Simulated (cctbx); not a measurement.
## Diagnosing a refinement

Cell a = 13.5930 Å, b = 5.6170 Å, c = 7.1510 Å, α = 90.00°, β = 90.00°, γ = 90.00°; space group Pnma (no. 62). The compound is CaSn2Au3.

The data are simulated with cctbx, not measured: Mo Kα, λ = 0.71073 Å, to d = 0.6 Å, 50 % of the full sphere, strongest reflection 20000 counts, noise from counting, a 2 % proportional error and a noise floor of 8 counts (s.d.); no absorption, and some extinction, which the refinements don't model.

An anisotropic refinement with weights 1/σ² prints:

```text
Rint 0.021, 82 unique reflections to 1.60 A
cycle     R1     wR2    GooF  max shift (A)
   1  0.0134  0.0284   1.511   0.01285
   2  0.0090  0.0190   1.013   0.00000
final R1 0.0090 wR2 0.0190 GooF 1.013  parameters 33  data/parameter 2.5
atom        x        y        z      Ueq    occ   su(xyz)  su(Uiso or U11)
Au1    0.99341  0.75000  0.89290   0.0113  1.000  0.00023  0.0019
Au2    0.80624  0.75000  0.45042   0.0113  1.000  0.00024  0.0017
Au3    0.78397  0.75000  0.84696   0.0096  1.000  0.00023  0.0013
Sn1    0.34842  0.98391  0.34970   0.0111  1.000  0.00031  0.0020
Ca1    0.58665  0.75000  0.15666   0.0218  1.000  0.00109  0.0058
difference map: max 0.35 min -0.35 rms 0.10
Q1    0.1022  0.2500  0.9056    4    0.37  1.53 A from Sn1
Q2    0.0308  0.5616  0.0233    8    0.28  1.50 A from Au1
Q3    0.2233  0.7500  0.2525    4    0.27  1.84 A from Au2
Q4    0.0054  0.2500  0.4073    4    0.25  2.15 A from Au1
Q5    0.1565  0.2500  0.3324    4    0.21  1.52 A from Au3
Q6    0.2180  0.7500  0.7232    4    0.20  1.03 A from Au3
```

**Question.** Can this result stand? If not, what is the likely fault?

Mend it. The fault: data cut at low resolution. Against the right model at the same level, R1 goes from 0.0178 to 0.0090 and GooF from 0.95 to 1.01. The atoms are right, but there are too few data for the parameters: R1 flatters and the s.u.s grow. Data per parameter fall from 42.5 to 2.5.

The compound is CaSn2Au3. The right model at the same level gives:

```text
Rint 0.033, 1404 unique reflections to 0.60 A
cycle     R1     wR2    GooF  max shift (A)
   1  0.0306  0.0623   1.790   0.00248
   2  0.0178  0.0332   0.955   0.00000
final R1 0.0178 wR2 0.0332 GooF 0.955  parameters 33  data/parameter 42.5
atom        x        y        z      Ueq    occ   su(xyz)  su(Uiso or U11)
Au1    0.99346  0.75000  0.89250   0.0122  1.000  0.00003  0.0001
Au2    0.80619  0.75000  0.45020   0.0128  1.000  0.00003  0.0001
Au3    0.78407  0.75000  0.84692   0.0104  1.000  0.00003  0.0001
Sn1    0.34840  0.98356  0.34974   0.0127  1.000  0.00005  0.0001
Ca1    0.58732  0.75000  0.15734   0.0232  1.000  0.00024  0.0007
difference map: max 2.49 min -2.37 rms 0.55
Q1    0.0837  0.2500  0.5035    4    2.52  1.53 A from Au2
Q2    0.2139  0.1022  0.5249    8    2.14  0.89 A from Au2
Q3    0.0860  0.1404  0.2692    8    2.12  1.70 A from Au1
Q4    0.0517  0.2500  0.9127    4    2.09  1.52 A from Au1
Q5    0.2426  0.2500  0.8324    4    2.02  1.81 A from Sn1
Q6    0.1044  0.7500  0.1644    4    1.98  1.30 A from Ca1
```

The model was made for the exercise: a known structure type with other elements put in, its volume estimated, not relaxed; displacement parameters are assumed.

[Middle refinement cycles are left out of these outputs.]

[Logs are printed without paths, hosts, clocks, repeated set-up lines and the standing remarks that a program may print on its own settings, such as how far it seeks lower states.]
